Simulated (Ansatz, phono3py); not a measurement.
**Scattering channels in GaN (P6_3mc), one at a time**

Wanted: the sensitivity of κ of GaN to the choices of the transport step.

What experiment has found for this phase:
- thermal conductivity 210 W/m/K near room temperature (given in “Combining the AFLOW GIBBS and Elastic Libraries to efficiently and robustly screen thermo-mechanical properties of solids”, 2017, arXiv:1611.05714)

Method: DFT LDA, scalar-relativistic, plane waves, PAW, in the first sound run; inputs show where later runs differ, in Ansatz 0.2.0 and phono3py 4.10.0.

This is a report of a sequence of runs, with most program output left out.

The database entry behind the starting cell differs from later determinations by our own check (about 0.3 % short, ideal inner coordinate), so it need not match the best structure at ambient conditions.

### Step 1. Starting point

The structure is hexagonal, space group P6_3mc (No. 186). The conventional cell has a = 3.152 Å, b = 3.152 Å, c = 5.138 Å, α = 90.00°, β = 90.00°, γ = 120.00°. Ga has 4 N at 1.93 Å nearest. Nearest to N lie 4 Ga at 1.93 Å. Farther neighbours and most contacts between anions are not listed.

### Step 2. Where the constants come from

input.yaml reads:

```yaml
crystal:
  lattice:
    - [3.1518084548, 0.0, 0.0]
    - [-1.5759042274, 2.7295461897, 0.0]
    - [0.0, 0.0, 5.1384146987]
  atoms:
    - { symbol: Ga, position: [0.3333333333, 0.6666666667, -0.0007033871] }
    - { symbol: Ga, position: [0.6666666667, 0.3333333333, 0.4992966129] }
    - { symbol: "N", position: [0.3333333333, 0.6666666667, 0.3757033871] }
    - { symbol: "N", position: [0.6666666667, 0.3333333333, 0.8757033871] }
kpoints:
  mp_grid: { grid: [9, 9, 4] }
hamiltonian:
  xc: lda
scf:
  occupations: { method: fixed }
output:
  eigenvalues: true
phonons:
  method: fd
  dielectric: true
  supercell: [3, 3, 2]
  temperatures: { t_max: 1000, t_step: 50 }
  qpath:
    path:
      - [[0.0, 0.0, 0.0], [0.5, 0.0, 0.0], [0.33333333, 0.33333333, 0.0], [0.0, 0.0, 0.0], [0.0, 0.0, 0.5], [0.5, 0.0, 0.5], [0.33333333, 0.33333333, 0.5], [0.0, 0.0, 0.5]]
      - [[0.5, 0.0, 0.5], [0.5, 0.0, 0.0]]
      - [[0.33333333, 0.33333333, 0.0], [0.33333333, 0.33333333, 0.5]]
    npoints: 10
  third_order: { supercell: [3, 3, 2], pair_cutoff: 3.848 }
  lattice_thermal_conductivity:
    qmesh: [19, 19, 9]
    temperatures: [100.0, 150.0, 200.0, 300.0, 400.0, 500.0, 600.0, 800.0]
    isotope_mass_variance:
      - { species: Ga, variance: 0.0001971 }
      - { species: "N", variance: 1.838e-05 }
```

Command:

```console
ansatz run input.yaml --threads 18 --pin off --max-ram 92160MiB --backend cuda --events-out ev --progress --plain --runs-dir out
```

The job ended after 9.4 min (1 × NVIDIA GB200 with 18 threads of Arm Neoverse V2, shared host; peak memory 3.5 GiB).

Numbers from this step:

- highest frequency: 735 cm⁻¹
- κ at 300 K (relaxation time): 242.6 W/m/K
- κ at 300 K (full solution): 255.3 W/m/K
- dipole term: run
- third-order blocks: 1444

### Step 3. Relaxation-time solution

The base run: each mode relaxes on its own with natural isotopes, and rates are split into normal and umklapp parts.

This step: DFT LDA, scalar-relativistic, plane waves, PAW; phono3py on Ansatz's force constants (phono3py 4.10.0).

phono3py.yaml reads:

```yaml
phono3py:
  version: "4.10.0"
  frequency_unit_conversion_factor: 15.633302
  symmetry_tolerance: 1.00000e-05

physical_unit:
  atomic_mass: "AMU"
  length: "angstrom"

space_group:
  type: "P6_3mc"
  number: 186
  Hall_symbol: "P 6c -2c"

primitive_matrix:
- [  1.000000000000000,  0.000000000000000,  0.000000000000000 ]
- [  0.000000000000000,  1.000000000000000,  0.000000000000000 ]
- [  0.000000000000000,  0.000000000000000,  1.000000000000000 ]

supercell_matrix:
- [   3,   0,   0 ]
- [   0,   3,   0 ]
- [   0,   0,   2 ]

# [primitive_cell block left out]
unit_cell:
  lattice:
  - [     3.151808454788812,     0.000000000000000,     0.000000000000000 ] # a
  - [    -1.575904227394406,     2.729546189709689,     0.000000000000000 ] # b
  - [     0.000000000000000,     0.000000000000000,     5.138414698700000 ] # c
  points:
  - symbol: Ga # 1
    coordinates: [  0.333333333333333,  0.666666666666667, -0.000703387100000 ]
    mass: 69.723000
    reduced_to: 1
  - symbol: Ga # 2
    coordinates: [  0.666666666666667,  0.333333333333333,  0.499296612900000 ]
    mass: 69.723000
    reduced_to: 2
  - symbol: N # 3
    coordinates: [  0.333333333333333,  0.666666666666667,  0.375703387100000 ]
    mass: 14.007000
    reduced_to: 3
  - symbol: N # 4
    coordinates: [  0.666666666666667,  0.333333333333333,  0.875703387100000 ]
    mass: 14.007000
    reduced_to: 4

# [supercell block left out]
phonon_supercell_matrix:
- [   3,   0,   0 ]
- [   0,   3,   0 ]
- [   0,   0,   2 ]

# [phonon_primitive_cell block left out]
# [phonon_supercell block left out]
nac:
  born_effective_charge:
  - # 1 (Ga)
    - [  2.587536988419629,  0.000000000000000,  0.000000000000000 ]
    - [  0.000000000000000,  2.587536988419629,  0.000000000000000 ]
    - [  0.000000000000000,  0.000000000000000,  2.723649571673839 ]
  - # 2 (Ga)
    - [  2.587536988419629,  0.000000000000000,  0.000000000000000 ]
    - [  0.000000000000000,  2.587536988419629,  0.000000000000000 ]
    - [  0.000000000000000,  0.000000000000000,  2.723649571673839 ]
  - # 3 (N)
    - [ -2.587536988419629,  0.000000000000000,  0.000000000000000 ]
    - [  0.000000000000000, -2.587536988419629,  0.000000000000000 ]
    - [  0.000000000000000,  0.000000000000000, -2.723649571673839 ]
  - # 4 (N)
    - [ -2.587536988419630,  0.000000000000000,  0.000000000000000 ]
    - [  0.000000000000000, -2.587536988419629,  0.000000000000000 ]
    - [  0.000000000000000,  0.000000000000000, -2.723649571673839 ]
  dielectric_constant:
    - [  5.628436089380903,  0.000000000000000,  0.000000000000000 ]
    - [  0.000000000000000,  5.628436089380902,  0.000000000000000 ]
    - [  0.000000000000000,  0.000000000000000,  5.800942814735906 ]
  unit_conversion_factor: 14.399645
```

Command:

```console
phono3py phono3py.yaml --mesh 19 19 9 --br --isotope --nu --ts 100 150 200 300 400 500 600 800
```

Elapsed: 44 s, on 8 threads of Arm Neoverse V1, shared host; peak memory 0.1 GiB; 5.6 min of CPU time.

This step gave:

```
κ at 300 K                                       : 242.5 W/m/K
κ xx, yy, zz at 300 K                            : 242.2, 242.2, 243.1 W/m/K
normal share of three-phonon scattering at 300 K : 0.568
```

W/m/K. Kappa, by row:

```
T (K)     xx     yy     zz  yz  xz  xy
  100  798.9  798.9  878.4   0   0   0
  150  504.8  504.8    532   0   0   0
  200  366.7  366.7  375.9   0   0   0
  300  242.2  242.2  243.1   0   0   0
  400    186    186  185.2   0   0   0
  500  153.3  153.3    152   0   0   0
  600  131.4  131.4  129.9   0   0   0
  800  103.2  103.2  101.6   0   0   0
```

Lattice thermal conductivity against temperature:

```
temperature (K)  xx (W/m/K)  zz (W/m/K)
            100         799         878
            150         505         532
            200         367         376
            300         242         243
            400         186         185
            500         153         152
            600         131         130
            800         103         102
```

The mean scattering rate at 300 K by frequency:

```
frequency (THz)  normal (1/ps)  umklapp (1/ps)
           0.46        0.00129          5.6e-5
           1.38        0.00196          3.0e-4
           2.30        0.00434         0.00132
           3.22        0.00832         0.00478
           4.13         0.0133          0.0126
           5.05           0.01          0.0136
           5.97        0.00516         0.00409
           6.89         0.0161          0.0063
           7.81         0.0484          0.0328
           8.73         0.0727          0.0586
           9.65         0.0869           0.105
          10.57          0.118           0.163
          11.48              -               -
          12.40              -               -
          13.32              -               -
          14.24              -               -
          15.16              -               -
          16.08           1.14           0.106
          17.00          0.188          0.0893
          17.92         0.0669          0.0575
          18.84         0.0425          0.0611
          19.75         0.0173          0.0123
          20.67         0.0512          0.0274
          21.59          0.252          0.0493
```

The base value at 300 K is 242 W/(m K).

The lattice thermal conductivity is 242 W/m/K at 300 K (xx), going as T^-0.9 above 200 K; 243 W/m/K at 300 K (zz), going as T^-0.9 above 200 K.

### Step 4. Two programs, one set of constants

This step: DFT LDA, scalar-relativistic, plane waves, PAW (Ansatz 0.2.0).

Ansatz's figure includes its coherence part. Comparison, by row:

```
T (K)  Ansatz RTA (W/m/K)  phono3py RTA (W/m/K)  difference (%)
  100               825.9                 825.4           -0.06
  150                 514                 513.9           -0.03
  200               369.9                 369.8           -0.03
  300               242.6                 242.5           -0.05
  400               185.9                 185.7           -0.11
  500               153.1                 152.9           -0.13
  600               131.1                 130.9           -0.15
  800               102.9                 102.7           -0.23
```

### Step 5. Without isotopes, third order supercell 3×3×2, supercell 3×3×2

Leaving out the isotope term shows how much the natural mass disorder scatters.

This step: DFT LDA, scalar-relativistic, plane waves, PAW; phono3py on Ansatz's force constants (phono3py 4.10.0).

phono3py.yaml is that of step 3.

Command:

```console
phono3py phono3py.yaml --mesh 19 19 9 --br --ts 100 150 200 300 400 500 600 800
```

Run time: 39 s. Hardware: 8 threads; peak memory 0.1 GiB; 5 min of CPU time.

Numbers from this step:

- κ at 300 K: 379.9 W/m/K
- κ xx, yy, zz at 300 K: 382.3, 382.3, 375.1 W/m/K

W/m/K. Kappa, by row:

```
T (K)     xx     yy     zz  yz  xz  xy
  100   1499   1499   1582   0   0   0
  150  886.9  886.9    905   0   0   0
  200  618.4  618.4  617.5   0   0   0
  300  382.3  382.3  375.1   0   0   0
  400  277.9  277.9  270.8   0   0   0
  500    219    219  212.7   0   0   0
  600    181    181  175.5   0   0   0
  800  134.6  134.6  130.3   0   0   0
```

κ at 300 K goes from 242 in the base run to 380 W/(m K).

### Step 6. Another q-mesh, third order supercell 3×3×2, supercell 3×3×2

The q-mesh of the transport sums changes, with the same scattering terms.

phono3py.yaml is that of step 5.

Command:

```console
phono3py phono3py.yaml --mesh 5 5 3 --br --isotope --ts 100 300 600
```

Elapsed: 0.63 s, on 8 threads; peak memory 0.08 GiB; 0.92 s of CPU time.

This step gave:

| Quantity | Value |
| --- | --- |
| κ at 300 K | 190.1 W/m/K |
| κ xx, yy, zz at 300 K | 196.2, 196.2, 178 W/m/K |

W/m/K. Kappa, by row:

```
T (K)     xx     yy     zz  yz  xz  xy
  100  369.7  369.7  478.1   0   0   0
  300  196.2  196.2    178   0   0   0
  600  132.8  132.8  105.6   0   0   0
```

This mesh is too coarse for the transport sums: κ at 300 K comes out at 190 against 242 W/(m K) in the base run.

### Step 7. Another q-mesh, third order supercell 3×3×2, supercell 3×3×2 (run 2)

phono3py.yaml is that of step 6.

Command:

```console
phono3py phono3py.yaml --mesh 7 7 5 --br --isotope --ts 100 300 600
```

The job ended after 0.95 s (8 threads; peak memory 0.08 GiB).

This mesh is too coarse for the transport sums: κ at 300 K comes out at 206 against 242 W/(m K) in the base run.

### Step 8. Another q-mesh, third order supercell 3×3×2, supercell 3×3×2 (run 3)

phono3py.yaml is that of step 7.

Command:

```console
phono3py phono3py.yaml --mesh 11 11 7 --br --isotope --ts 100 300 600
```

The job ended after 3.9 s (8 threads; peak memory 0.09 GiB).

W/m/K. Kappa, by row:

```
T (K)     xx     yy     zz  yz  xz  xy
  100    698    698  839.2   0   0   0
  300  225.2  225.2  233.3   0   0   0
  600  125.3  125.3  127.4   0   0   0
```

κ at 300 K goes from 242 in the base run to 228 W/(m K).

### Step 9. Another q-mesh, third order supercell 3×3×2, supercell 3×3×2 (run 4)

phono3py.yaml is that of step 8.

Command:

```console
phono3py phono3py.yaml --mesh 15 15 9 --br --isotope --ts 100 300 600
```

Wall time 18 s (8 threads); peak memory 0.09 GiB.

κ at 300 K goes from 242 in the base run to 237 W/(m K).

### Step 10. Another q-mesh, third order supercell 3×3×2, supercell 3×3×2 (run 5)

phono3py.yaml is that of step 9.

Command:

```console
phono3py phono3py.yaml --mesh 21 21 11 --br --isotope --ts 100 300 600
```

Run time: 93 s. Hardware: 8 threads; peak memory 0.11 GiB; 12 min of CPU time.

W/m/K. Kappa, by row:

```
T (K)     xx     yy     zz  yz  xz  xy
  100  799.6  799.6  934.6   0   0   0
  300  241.6  241.6    245   0   0   0
  600  130.8  130.8  130.4   0   0   0
```

κ at 300 K goes from 242 in the base run to 243 W/(m K).

### Step 11. Another q-mesh, third order supercell 3×3×2, supercell 3×3×2 (run 6)

phono3py.yaml is that of step 10.

Command:

```console
phono3py phono3py.yaml --mesh 27 27 15 --br --isotope --ts 100 300 600
```

Elapsed: 7.6 min, on 8 threads; peak memory 0.16 GiB; 59 min of CPU time.

κ at 300 K goes from 242 in the base run to 246 W/(m K).

### Step 12. Mesh convergence

This step: DFT LDA, scalar-relativistic, plane waves, PAW (phono3py 4.10.0).

Series, by row:

```
  q mesh  kappa at 100 K (W/m/K)  kappa at 300 K (W/m/K)  kappa at 600 K (W/m/K)  seconds
   5x5x3                   405.8                   190.1                   123.7     0.63
   7x7x5                     584                   205.7                   116.1     0.95
 11x11x7                   745.1                   227.9                     126     3.93
 15x15x9                     810                   237.2                   128.7    17.93
21x21x11                   844.6                   242.7                   130.7    93.31
27x27x15                   865.4                   245.8                   131.6      453
```

### Step 13. Boundary scattering, third order supercell 3×3×2, supercell 3×3×2

A boundary term v/L is added to each rate, a simple model of grains or a thin sample.

This step: DFT LDA, scalar-relativistic, plane waves, PAW; phono3py on Ansatz's force constants (phono3py 4.10.0).

phono3py.yaml is that of step 11.

Command:

```console
phono3py phono3py.yaml --mesh 19 19 9 --br --isotope --boundary-mfp 0.1 --ts 100 150 200 300 400 500 600 800
```

Run time: 43 s. Hardware: 8 threads; peak memory 0.1 GiB.

Numbers from this step:

- κ at 300 K: 66.23 W/m/K
- κ xx, yy, zz at 300 K: 65.41, 65.41, 67.87 W/m/K

W/m/K. Kappa, by row:

```
T (K)     xx     yy     zz  yz  xz  xy
  100  53.33  53.33  56.33   0   0   0
  150  65.06  65.06  68.83   0   0   0
  200  67.71  67.71  71.17   0   0   0
  300  65.41  65.41  67.87   0   0   0
  400  60.98  60.98  62.78   0   0   0
  500  56.64  56.64  58.03   0   0   0
  600  52.79  52.79  53.91   0   0   0
  800  46.52  46.52   47.3   0   0   0
```

κ at 300 K goes from 242 in the base run to 66.2 W/(m K).

### Step 14. Boundary scattering, third order supercell 3×3×2, supercell 3×3×2 (run 2)

phono3py.yaml is that of step 13.

Command:

```console
phono3py phono3py.yaml --mesh 19 19 9 --br --isotope --boundary-mfp 1 --ts 100 150 200 300 400 500 600 800
```

It took 45 s on 8 threads; peak memory 0.1 GiB.

Numbers from this step:

- κ at 300 K: 162 W/m/K
- κ xx, yy, zz at 300 K: 161, 161, 164 W/m/K

W/m/K. Kappa, by row:

```
T (K)     xx     yy     zz  yz  xz  xy
  100  215.3  215.3  220.7   0   0   0
  150  215.1  215.1  221.4   0   0   0
  200  196.3  196.3  201.7   0   0   0
  300    161    161    164   0   0   0
  400  136.2  136.2  137.8   0   0   0
  500  118.4  118.4  119.2   0   0   0
  600  105.1  105.1  105.4   0   0   0
  800  86.26  86.26  86.08   0   0   0
```

κ at 300 K goes from 242 in the base run to 162 W/(m K).

### Step 15. Direct solution of the linearised equation, third order supercell 3×3×2, supercell 3×3×2

Solving the linearised equation directly keeps the heat that normal processes pass on between modes; it is dearer, so the mesh may be smaller.

phono3py.yaml is that of step 14.

Command:

```console
phono3py phono3py.yaml --mesh 19 19 9 --lbte --isotope --ts 100 300 600
```

It took 9.1 min on 8 threads; peak memory 1.4 GiB.

The run was cut off at its time limit.

### Step 16. Adding coherences, third order supercell 3×3×2, supercell 3×3×2

Close branches can carry heat by tunnelling between them, which the particle picture leaves out.

phono3py.yaml is that of step 15.

Command:

```console
phono3py phono3py.yaml --mesh 19 19 9 --br --isotope --tt smm19 --ts 100 150 200 300 400 500 600 800
```

Elapsed: 48 s, on 8 threads; peak memory 0.11 GiB; 6.2 min of CPU time.

Numbers from this step:

```
κ at 300 K            : 242.5 W/m/K
κ xx, yy, zz at 300 K : 242.2, 242.2, 243.1 W/m/K
```

W/m/K. Kappa, by row:

```
T (K)     xx     yy     zz  yz  xz  xy  intra mean  inter mean
  100  798.9  798.9  878.5   0   0   0       825.4    0.009908
  150  504.8  504.8    532   0   0   0       513.9     0.01719
  200  366.7  366.7    376   0   0   0       369.8     0.02496
  300  242.2  242.2  243.1   0   0   0       242.5     0.04013
  400  186.1  186.1  185.2   0   0   0       185.7      0.0536
  500  153.4  153.4    152   0   0   0       152.9     0.06547
  600  131.5  131.5  129.9   0   0   0       130.9     0.07612
  800  103.3  103.3  101.7   0   0   0       102.7     0.09482
```

κ at 300 K goes from 242 in the base run to 242 W/(m K).

### Step 17. Gaussian smearing, third order supercell 3×3×2, supercell 3×3×2

A Gaussian replaces the tetrahedron method for energy conservation; its width must match the mesh.

phono3py.yaml is that of step 16.

Command:

```console
phono3py phono3py.yaml --mesh 19 19 9 --br --isotope --sigma 0.03 --ts 100 300 600
```

Elapsed: 47 s, on 8 threads; peak memory 0.1 GiB; 6 min of CPU time.

Numbers from this step:

| Quantity | Value |
| --- | --- |
| κ at 300 K | 236.1 W/m/K |
| κ xx, yy, zz at 300 K | 235.6, 235.6, 237.1 W/m/K |

W/m/K. Kappa, by row:

```
T (K)     xx     yy     zz  yz  xz  xy
  100  733.3  733.3  795.4   0   0   0
  300  235.6  235.6  237.1   0   0   0
  600  128.7  128.7  127.4   0   0   0
```

With a width of 0.03 THz κ at 300 K is 236 W/(m K), -2.6 % from the tetrahedron value.

Between step 3 and this run (delta function Gaussian and sigma 0.03 THz) the value for the κ at 300 K moves from 242 W/m/K to 236 W/m/K (-3 %).

### Step 18. Gaussian smearing, third order supercell 3×3×2, supercell 3×3×2 (run 2)

phono3py.yaml is that of step 17.

Command:

```console
phono3py phono3py.yaml --mesh 19 19 9 --br --isotope --sigma 0.2 --ts 100 300 600
```

Run time: 47 s. Hardware: 8 threads; peak memory 0.1 GiB; 6.1 min of CPU time.

Numbers from this step:

```yaml
kappa_at_300_k: 234.4 W/m/K
kappa_xx_yy_zz_at_300_k: 233.3, 233.3, 236.6 W/m/K
```

W/m/K. Kappa, by row:

```
T (K)     xx     yy     zz  yz  xz  xy
  100  746.3  746.3  828.3   0   0   0
  300  233.3  233.3  236.6   0   0   0
  600  125.4  125.4  124.7   0   0   0
```

With a width of 0.2 THz κ at 300 K is 234 W/(m K), -3.3 % from the tetrahedron value.

(Part 1 of 2 ends here.)

[Logs are printed without paths, hosts, clocks, repeated set-up lines and the standing remarks that a program may print on its own settings, such as how far it seeks lower states.]

[Hosts, paths, dates, database ids (printed as entryN), source tags and the programs' standing remarks are cut or masked in the printed files.]

[A step with changed settings may run another functional than the one named; its input shows which.]
